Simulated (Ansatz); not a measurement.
# Relaxing graphene zigzag nanoribbon, H-capped, B on C sites (72 atoms), part 2 of 3

Aim: bring graphene zigzag nanoribbon, H-capped, B on C sites (72 atoms) to a nearby minimum of the energy and see what moves.

Ansatz 0.2.0; Kohn-Sham DFT, revPBE+D4, PAW (set soft_2), plane waves.

The cell: 48 C, 6 B and 18 H. The main run has no spin polarisation. Sampling is at Γ alone, for a cell whose periodic width is 22 Å.

So far. Step 2 (Single point at the start): The r.m.s. force component of 1.8 eV/Å sets the starting point.

**3. Relaxation**

The atoms are relaxed in the fixed cell, aiming at the force tolerance of the input.

Contents of input.yaml:

```yaml
crystal:
  lattice:
    - [22.14, 0.0, 0.0]
    - [0.0, 17.15099, 0.0]
    - [0.0, 0.0, 10.0]
  atoms:
    [... the 72 atom lines of step 2 ...]
kpoints:
  mp_grid: { grid: [1, 1, 1] }
hamiltonian:
  xc: revpbe
  dispersion: d4
scf:
  occupations: { method: gaussian, width: 0.05 }
output:
  forces: true
relax:
  f_tol: 0.03
  max_steps: 161
```

Run with:

```bash
> ansatz run input.yaml --threads 4 --pin off --max-ram 8192MiB --backend cpu --events-out ev --progress --plain --runs-dir out
```

Numbers of over 12 decimals in the logs are rounded to 6 here.

What it wrote:

```text
[...]
Crystal: 72 atoms, lattice volume = 3797.229 Å³
Basis set: ecut = 420 eV, 74205 PW (Γ), exchange–correlation on 300×240×144 points (8 copies of the dense FFT grid, shifted against one another)
Bands: 186, of which v1, the nominal top of the filled ones, is band 114 counted from 1 (113 counted from 0)
Symmetry: 1 space group operations
[...]
k-points: 1
[...]
SCF iter   1: F=—  HF=-13319.017123 eV  |F-HF|=—  |Δ(HF+E_count)|=         —  Δρ=6.82e-3  dr2=5.39e0  ethr=1.77e-3  ⟨swp⟩=7.0  Hψ=937  notcnv=0  defer=55
[...]
SCF iter  12: F=-13318.090239 eV  HF=-13318.090214 eV  |F-HF|=2.51e-5  |Δ(HF+E_count)|=   7.01e-5  Δρ=1.80e-5  dr2=1.14e-5  ethr=9.87e-9  ⟨swp⟩=4.0  Hψ=489  notcnv=0
SCF 1 converged in 12 iterations: F = -13318.090239 eV  dr2 = 1.14e-5
[...]
relax step   1: F+E_penalty+E_count = -13318.09023924 eV  Δ(F+E_penalty+E_count) = +0.000e0 eV  max|allowed force component| = 7.490e0 eV/Å  Δτ_max = 0.0000 Å  (12 SCF iters, dr2 threshold 2.25e-5 eV, accepted)
[...]
relax step   2: F+E_penalty+E_count = -13322.90279283 eV  Δ(F+E_penalty+E_count) = -4.813e0 eV  max|allowed force component| = 3.336e0 eV/Å  Δτ_max = 0.1948 Å  (10 SCF iters, dr2 threshold 1.00e-4 eV, accepted)
[...]
relax step   3: F+E_penalty+E_count = -13324.03426000 eV  Δ(F+E_penalty+E_count) = -1.131e0 eV  max|allowed force component| = 6.294e-1 eV/Å  Δτ_max = 0.2000 Å  (10 SCF iters, dr2 threshold 1.00e-4 eV, accepted)
relax step   4: F+E_penalty+E_count = -13324.11558300 eV  Δ(F+E_penalty+E_count) = -8.132e-2 eV  max|allowed force component| = 6.580e-1 eV/Å  Δτ_max = 0.1491 Å  (11 SCF iters, dr2 threshold 2.48e-5 eV, accepted)
relax step   5: F+E_penalty+E_count = -13324.17523923 eV  Δ(F+E_penalty+E_count) = -5.966e-2 eV  max|allowed force component| = 5.999e-1 eV/Å  Δτ_max = 0.2000 Å  (10 SCF iters, dr2 threshold 2.71e-5 eV, accepted)
relax step   6: F+E_penalty+E_count = -13324.25810901 eV  Δ(F+E_penalty+E_count) = -8.287e-2 eV  max|allowed force component| = 2.253e-1 eV/Å  Δτ_max = 0.2000 Å  (10 SCF iters, dr2 threshold 1.00e-4 eV, accepted)
relax step   7: F+E_penalty+E_count = -13324.32798528 eV  Δ(F+E_penalty+E_count) = -6.988e-2 eV  max|allowed force component| = 1.475e-1 eV/Å  Δτ_max = 0.1903 Å  (11 SCF iters, dr2 threshold 7.16e-6 eV, accepted)
relax step   8: F+E_penalty+E_count = -13324.38133196 eV  Δ(F+E_penalty+E_count) = -5.335e-2 eV  max|allowed force component| = 1.867e-1 eV/Å  Δτ_max = 0.1989 Å  (12 SCF iters, dr2 threshold 3.07e-6 eV, accepted)
relax step   9: F+E_penalty+E_count = -13324.40947651 eV  Δ(F+E_penalty+E_count) = -2.814e-2 eV  max|allowed force component| = 1.830e-1 eV/Å  Δτ_max = 0.1948 Å  (11 SCF iters, dr2 threshold 1.50e-5 eV, accepted)
relax step  10: F+E_penalty+E_count = -13324.44850244 eV  Δ(F+E_penalty+E_count) = -3.903e-2 eV  max|allowed force component| = 1.305e-1 eV/Å  Δτ_max = 0.1630 Å  (11 SCF iters, dr2 threshold 3.21e-5 eV, accepted)
relax step  11: F+E_penalty+E_count = -13324.49981315 eV  Δ(F+E_penalty+E_count) = -5.131e-2 eV  max|allowed force component| = 1.992e-1 eV/Å  Δτ_max = 0.1966 Å  (11 SCF iters, dr2 threshold 8.67e-6 eV, accepted)
relax step  12: F+E_penalty+E_count = -13324.53773476 eV  Δ(F+E_penalty+E_count) = -3.792e-2 eV  max|allowed force component| = 1.796e-1 eV/Å  Δτ_max = 0.1915 Å  (10 SCF iters, dr2 threshold 2.02e-5 eV, accepted)
relax step  13: F+E_penalty+E_count = -13324.58749160 eV  Δ(F+E_penalty+E_count) = -4.976e-2 eV  max|allowed force component| = 9.475e-2 eV/Å  Δτ_max = 0.1930 Å  (10 SCF iters, dr2 threshold 2.62e-5 eV, accepted)
relax step  14: F+E_penalty+E_count = -13324.62356954 eV  Δ(F+E_penalty+E_count) = -3.608e-2 eV  max|allowed force component| = 1.141e-1 eV/Å  Δτ_max = 0.1908 Å  (11 SCF iters, dr2 threshold 2.50e-6 eV, accepted)
relax step  15: F+E_penalty+E_count = -13324.65010737 eV  Δ(F+E_penalty+E_count) = -2.654e-2 eV  max|allowed force component| = 1.073e-1 eV/Å  Δτ_max = 0.1945 Å  (11 SCF iters, dr2 threshold 3.62e-6 eV, accepted)
relax step  16: F+E_penalty+E_count = -13324.66915544 eV  Δ(F+E_penalty+E_count) = -1.905e-2 eV  max|allowed force component| = 1.313e-1 eV/Å  Δτ_max = 0.1972 Å  (11 SCF iters, dr2 threshold 1.02e-5 eV, accepted)
relax step  17: F+E_penalty+E_count = -13324.67324514 eV  Δ(F+E_penalty+E_count) = -4.090e-3 eV  max|allowed force component| = 2.121e-1 eV/Å  Δτ_max = 0.1946 Å  (10 SCF iters, dr2 threshold 1.53e-5 eV, accepted)
relax step  18: F+E_penalty+E_count = -13324.60585217 eV  Δ(F+E_penalty+E_count) = +6.739e-2 eV  max|allowed force component| = 1.005e0 eV/Å  Δτ_max = 0.0556 Å  (8 SCF iters, dr2 threshold 4.50e-5 eV, rejected (line search))
relax step  19: F+E_penalty+E_count = -13324.67862402 eV  Δ(F+E_penalty+E_count) = -5.379e-3 eV  max|allowed force component| = 9.763e-2 eV/Å  Δτ_max = 0.0278 Å  (14 SCF iters, accepted)
relax step  20: F+E_penalty+E_count = -13324.68065735 eV  Δ(F+E_penalty+E_count) = -2.033e-3 eV  max|allowed force component| = 4.128e-2 eV/Å  Δτ_max = 0.0404 Å  (10 SCF iters, dr2 threshold 2.02e-6 eV, accepted)
relax step  21: F+E_penalty+E_count = -13324.68091291 eV  Δ(F+E_penalty+E_count) = -2.556e-4 eV  max|allowed force component| = 3.887e-2 eV/Å  Δτ_max = 0.0132 Å  (10 SCF iters, accepted)
[...]
relax step  22: F+E_penalty+E_count = -13324.68108342 eV  Δ(F+E_penalty+E_count) = -1.705e-4 eV  max|allowed force component| = 8.400e-3 eV/Å  Δτ_max = 0.0064 Å  (9 SCF iters, accepted)
SCF converged after 9 iterations
Free energy (F): -13324.681083 eV
[...]
Internal energy: -13324.681083 eV  (E = F + TS)
E sigma→0 (E₀):  -13324.681083 eV
Entropy (-TS):   -0.000000 eV (-0.000 meV/atom)
Fermi energy:    -3.196777 eV
[...]
--- Forces (eV/Å), atoms counted from 1 ---
  atom   1  C     -0.00130757     0.00250508     0.00001129
  atom   2  C      0.00071909    -0.00499734     0.00305358
  atom   3  C      0.00079237     0.00121118     0.00052967
  atom   4  C     -0.00167341    -0.00032358    -0.00018829
  atom   5  C      0.00018020    -0.00015746     0.00020179
  atom   6  C     -0.00027219    -0.00030814     0.00070876
  atom   7  C     -0.00345960     0.00793272     0.00041210
  atom   8  B      0.00716683    -0.00305186     0.00576114
  atom   9  C      0.00162319     0.00123643    -0.00071628
  atom  10  C     -0.00119663    -0.00186763    -0.00199356
  atom  11  C      0.00053599     0.00126995    -0.00020966
  atom  12  C     -0.00054689     0.00010040     0.00081437
  atom  13  B      0.00067641    -0.00118849    -0.00839982
  atom  14  C     -0.00354556    -0.00316544     0.00033512
[...]
atom  71  H      0.00045681    -0.00099818    -0.00058098
  atom  72  H     -0.00005059     0.00013078    -0.00006797
  max |Σ_I F_I| component: 4.37e-5 eV/Å
--- Relaxed structure (22 steps of the walk, 21 accepted, 0 SCFs on fresh bases) ---
  F+E_penalty+E_count = -13324.68108342 eV   max|allowed force component| = 8.400e-3 eV/Å
  atoms:
    - { symbol: C, position: [0.998699, 0.395578, 0.541273] }
    - { symbol: C, position: [0.051711, 0.353443, 0.508074] }
    - { symbol: C, position: [0.055650, 0.517205, 0.498306] }
    - { symbol: C, position: [1.000182, 0.478690, 0.530199] }
[...]
- { symbol: H, position: [0.890766, 0.709260, 0.527854] }
```

Elapsed: 5.2 min, on 4 threads of Arm Neoverse V2, shared host; peak memory 2.7 GiB; 20 min of CPU time.

The steps of the relaxation:

```tsv
step	energy less that of the first step (eV)	largest force component (eV/Å)
1	0.0000	7.4899
2	-4.8126	3.3363
3	-5.9440	0.6294
4	-6.0253	0.6580
5	-6.0850	0.5999
6	-6.1679	0.2253
7	-6.2377	0.1475
8	-6.2911	0.1867
9	-6.3192	0.1830
10	-6.3583	0.1305
11	-6.4096	0.1992
12	-6.4475	0.1796
13	-6.4973	0.0947
14	-6.5333	0.1141
15	-6.5599	0.1073
16	-6.5789	0.1313
17	-6.5830	0.2121
18	-6.5156	1.0051
19	-6.5884	0.0976
20	-6.5904	0.0413
21	-6.5907	0.0389
22	-6.5908	0.0084
```

Relaxation step 18 was tried and not accepted.

The atoms that moved most (Å):

```tsv
atom	dx	dy	dz	length
H59	0.307	-0.063	-1.435	1.469
H67	0.196	0.069	1.333	1.349
H69	0.077	0.097	1.283	1.289
H61	0.147	0.040	-1.277	1.286
C14	0.124	-0.047	-1.267	1.274
C44	0.070	0.077	1.180	1.184
C38	0.037	0.076	1.178	1.181
C43	0.081	0.003	1.145	1.148
```

The relaxation changed the energy by -91.5 meV/atom, and atoms moved by 0.69 Å r.m.s., 1.5 Å at most.

**4. Distances and neighbours after relaxation**

Bonds before and after, by the cutoffs listed below:

```tsv
pair	bonds before	bonds after	mean before (Å)	mean after (Å)	spread before (Å)	spread after (Å)
C-C	57	57	1.420	1.423	0.032	0.024
C-H	16	16	1.082	1.094	0.028	0.002
C-B	14	14	1.431	1.524	0.033	0.016
H-B	2	2	1.122	1.207	0.042	0.002
B-B	1	1	1.395	1.658	0.000	0.000
```

Normalised to the volume that the atoms fill. Pair distribution functions g(r), in bins of 0.2 Å:

```tsv
r (Å)	total	C-C	C-H	C-B	H-H	H-B	B-B
1.00	2.18	0.00	6.55	0.00	0.00	0.00	0.00
1.20	0.21	0.00	0.00	0.00	0.00	5.05	0.00
1.40	4.53	10.04	0.00	0.65	0.00	0.00	0.00
1.60	0.94	0.00	0.00	7.90	0.00	0.00	8.10
1.80	0.00	0.00	0.00	0.00	0.00	0.00	0.00
2.00	0.00	0.00	0.00	0.00	0.00	0.00	0.00
2.20	1.10	0.00	2.75	0.00	0.97	2.92	0.00
2.40	2.36	4.38	0.25	0.00	4.77	0.70	0.00
2.60	1.78	1.40	1.42	4.77	0.75	2.17	3.42
2.80	0.78	1.26	0.36	0.71	0.30	0.00	0.00
3.00	0.51	0.57	0.21	1.46	0.29	0.00	0.00
3.20	0.03	0.00	0.00	0.00	0.24	0.39	0.00
3.40	0.32	0.00	0.96	0.00	0.00	0.00	0.00
3.60	0.15	0.00	0.36	0.00	0.00	0.61	0.00
3.80	0.96	1.84	0.03	1.25	0.00	0.00	0.00
4.00	0.53	0.23	0.94	0.81	0.00	0.46	1.47
4.20	0.42	0.64	0.24	0.15	0.00	0.87	0.00
4.40	0.49	0.72	0.10	1.04	0.00	0.20	1.14
4.60	0.20	0.02	0.55	0.07	0.00	0.00	0.00
4.80	0.29	0.12	0.46	0.00	0.87	0.65	0.00
5.00	0.70	0.83	0.63	0.79	0.41	0.31	0.00
5.20	0.52	0.71	0.23	0.84	0.28	0.14	0.83
5.40	0.17	0.05	0.28	0.30	0.17	0.25	0.80
5.60	0.09	0.10	0.09	0.00	0.08	0.24	0.00
5.80	0.15	0.22	0.08	0.13	0.00	0.00	0.66
6.00	0.11	0.01	0.23	0.04	0.00	0.52	0.00
6.20	0.35	0.37	0.48	0.18	0.00	0.10	0.57
6.40	0.33	0.22	0.50	0.31	0.00	0.64	0.00
```

Bonds by pair of elements; cutoffs follow the first minimum of g(r), held within bounds set by covalent radii, and pairs that aren't listed don't count as bonded:

```tsv
pair A-B	cutoff (Å)	bonds	mean length (Å)	spread (Å)	shortest (Å)	B about A	A about B
C-C	1.85	57	1.42	0.024	1.37	2.38	2.38
C-H	1.34	16	1.09	0.002	1.09	0.333	0.889
C-B	1.93	14	1.52	0.016	1.50	0.292	2.33
H-B	1.44	2	1.21	0.002	1.21	0.111	0.333
B-B	2.05	1	1.66	0	1.66	0.333	0.333
```

How many atoms have how many bonded neighbours:

```tsv
element	mean	1	3
B	3	0	6
C	3	0	48
H	1	18	0
```

Bond angles, per cent of each kind in bins of 5°:

```tsv
angle (°)	C-C-C	C-C-H	B-C-C	C-B-C
110–115	0.0	3.7	0.0	0.0
115–120	45.6	88.9	61.9	63.6
120–125	53.3	7.4	38.1	27.3
125–130	1.1	0.0	0.0	9.1
```

Bond angles (no mean is given where the spread exceeds 20°):

```tsv
angle	count	mean (°)	spread (°)
C-C-C	90	120	1.5
C-C-H	27	118	1.6
B-C-C	21	120	1.6
C-B-C	11	119	3
B-C-H	5	123	0.9
```

Counting bonds as in the table, all B atoms have 3, all C atoms have 3 and all H atoms have 1 bonded neighbour. The C-C-C angle averages 120° with a spread of 1.5°.

**5. Single point at the relaxed geometry**

The electronic structure is read at the final geometry, in a run of its own.

Contents of input.yaml:

```yaml
crystal:
  lattice:
    - [22.14, 0.0, 0.0]
    - [0.0, 17.15099, 0.0]
    - [0.0, 0.0, 10.0]
  atoms:
    - { symbol: C, position: [0.9987, 0.39558, 0.54127] }
    - { symbol: C, position: [0.05171, 0.35344, 0.50807] }
    - { symbol: C, position: [0.05565, 0.5172, 0.49831] }
    - { symbol: C, position: [0.00018, 0.47869, 0.5302] }
    [... 62 atom lines left out ...]
    - { symbol: H, position: [0.72971, 0.29437, 0.63323] }
    - { symbol: H, position: [0.66407, 0.71541, 0.52351] }
    - { symbol: H, position: [0.83669, 0.29659, 0.62922] }
    - { symbol: H, position: [0.78406, 0.71504, 0.53444] }
    - { symbol: H, position: [0.94489, 0.29433, 0.58553] }
    - { symbol: H, position: [0.89077, 0.70926, 0.52785] }
kpoints:
  mp_grid: { grid: [1, 1, 1] }
hamiltonian:
  xc: revpbe
  dispersion: d4
scf:
  occupations: { method: gaussian, width: 0.05 }
output:
  forces: true
  populations: intrinsic
  dos:
    method: { smearing: { sigma: 0.15 } }
    de: 0.1
    projected:
      site_lists:
        B: [B]
        C: [C]
        H: [H]
        sheet: [0, 1, 2, 3, 4, 5, 6, 7, 8, 9, 10, 11, 12, 13, 14, 15, 16, 17, 18, 19, 20, 21, 22, 23, 24, 25, 26, 27, 28, 29, 30, 31, 32, 33, 34, 35, 36, 37, 38, 39, 40, 41, 42, 43, 44, 45, 46, 47, 48, 49, 50, 51, 52, 53]
        hydrogen: [54, 55, 56, 57, 58, 59, 60, 61, 62, 63, 64, 65, 66, 67, 68, 69, 70, 71]
  eigenvalues: true
  write_density: true
  write_potential: true
  volumetric_format: npy
  elf: true
```

What it wrote:

```text
[...]
Crystal: 72 atoms, lattice volume = 3797.229 Å³
Basis set: ecut = 420 eV, 74205 PW (Γ), exchange–correlation on 300×240×144 points (8 copies of the dense FFT grid, shifted against one another)
Bands: 186, of which v1, the nominal top of the filled ones, is band 114 counted from 1 (113 counted from 0)
Symmetry: 1 space group operations
[...]
k-points: 1
[...]
SCF iter   1: F=—  HF=-13325.300339 eV  |F-HF|=—  |Δ(HF+E_count)|=         —  Δρ=6.17e-3  dr2=3.96e0  ethr=1.77e-3  ⟨swp⟩=6.0  Hψ=848  notcnv=0  defer=59
[...]
SCF iter  15: F=-13324.681074 eV  HF=-13324.681073 eV  |F-HF|=1.24e-7  |Δ(HF+E_count)|=   6.62e-7  Δρ=9.80e-7  dr2=6.65e-8  ethr=4.39e-11  ⟨swp⟩=32.0  Hψ=2487  notcnv=0
SCF 1 converged in 15 iterations: F = -13324.681074 eV  dr2 = 6.65e-8
[...]
WARN: The output density's exchange-correlation potential varies sharply where the density is thin. Do not read a vacuum level from v_tot or v_xc, or from such a field of the output density. On a cell that repeats whose density bears no net charge and no dipole along the vacuum's axis use v_es (v_loc + v_h of the components); [...]
SCF converged after 15 iterations
Free energy (F): -13324.681074 eV
[...]
Internal energy: -13324.681074 eV  (E = F + TS)
E sigma→0 (E₀):  -13324.681074 eV
Entropy (-TS):   -0.000000 eV (-0.000 meV/atom)
Fermi energy:    -3.196825 eV
[...]
--- Forces (eV/Å), atoms counted from 1 ---
  atom   1  C     -0.00396921     0.00009181     0.00066115
  atom   2  C     -0.00144759    -0.00417891     0.00429510
  atom   3  C     -0.00071271     0.00578456    -0.00003582
  atom   4  C     -0.00179811     0.00017325    -0.00022923
  atom   5  C      0.00601926     0.00556071    -0.00156769
  atom   6  C      0.00357474     0.00042643     0.00086794
  atom   7  C      0.00325935     0.00626461    -0.00193236
  atom   8  B      0.00578103     0.00102383     0.00651360
  atom   9  C      0.00605536    -0.00550097    -0.00121806
  atom  10  C     -0.00141262    -0.00163110    -0.00189452
  atom  11  C     -0.00277744    -0.00595441     0.00001588
  atom  12  C     -0.00030278     0.00309598     0.00093076
  atom  13  B     -0.00183209    -0.00354613    -0.00838485
  atom  14  C     -0.00408055     0.00008358     0.00072111
[...]
atom  71  H      0.00020748    -0.00252158    -0.00041301
  atom  72  H     -0.00048422    -0.00081501     0.00018861
  max |Σ_I F_I| component: 2.10e-5 eV/Å
--- Band table (eV) ---
[...]
--- intrinsic populations: 72 sites ---
  site symbol       q [e]
     0      C      3.9992
     1      C      4.1195
     2      C      3.9964
[...]
71      H      0.8144
  spilling = 0.000000 (of n_electrons = 228.000000)
```

Run time: 33 s. Hardware: 4 threads; peak memory 2.8 GiB; 2.1 min of CPU time.

The program notes that the exchange-correlation potential is rough where the density is thin.

Numbers from this run:

- free energy: -13324.6811 eV
- free energy per atom: -185.0650 eV/atom
- SCF cycles: 15
- r.m.s. force component: 0.00334 eV/Å
- longest force: 0.01381 eV/Å
- Fermi energy: -3.197 eV

Intrinsic-atomic-orbital charges by element:

```tsv
element	coordination	atoms	mean charge (e)	spread	least	most
B	all	6	0.04	0.0602	-0.0305	0.152
C	all	48	-0.0652	0.0868	-0.255	0.0497
H	all	18	0.161	0.0534	0.0094	0.186
```

By region:

```tsv
region	atoms	mean length of the force (eV/Å)	net charge (e)
sheet	54	0.006	-2.89
hydrogen	18	0.003	2.89
```

Density of states as counts of states in windows of 1 eV (from the Fermi level), total and the larger projections:

```tsv
from (eV)	to (eV)	total	sheet	C p	H s	hydrogen	B p	C s
-10	-9	9.5	8.7	5.5	0.7	0.7	0.4	2.4
-9	-8	11.4	10.2	7.7	1.1	1.1	0.3	1.9
-8	-7	13.0	11.6	9.4	1.2	1.2	0.3	1.4
-7	-6	19.0	16.9	14.4	1.8	1.8	0.5	1.2
-6	-5	24.5	21.6	19.8	2.6	2.6	0.6	0.8
-5	-4	23.3	21.3	19.6	1.8	1.8	0.8	0.4
-4	-3	19.2	17.6	15.0	1.4	1.4	2.1	0.3
-3	-2	18.2	17.3	14.5	0.8	0.8	2.5	0.3
-2	-1	14.2	13.7	10.8	0.5	0.5	2.6	0.2
-1	0	7.2	7.1	5.5	0.1	0.1	1.5	0.0
0	1	6.2	6.1	5.5	0.0	0.0	0.6	0.0
1	2	3.7	3.7	2.8	0.0	0.0	0.8	0.0
2	3	6.8	6.7	6.1	0.0	0.0	0.6	0.0
3	4	14.1	8.9	8.0	0.7	0.7	0.8	0.1
4	5	29.1	10.6	8.2	1.8	1.8	1.8	0.5
```

Between -19 and -10 eV lie 68 more states.

The levels nearest the highest filled one (over half full), pooled over k-points and spins:

```tsv
level less the highest filled one (eV)	occupation
-1.12	2
-0.934	2
-0.799	2
-0.381	2
-0.201	2
0	2
0.387	0
0.582	0
0.938	0
1.33	0
2.07	0
2.38	0
```

(Continued in part 3 of 3.)

[Logs are printed without paths, hosts, clocks, repeated set-up lines and the standing remarks that a program may print on its own settings, such as how far it seeks lower states.]

[Hosts, paths, dates, database ids (printed as entryN), source tags and the programs' standing remarks are cut or masked in the printed files.]
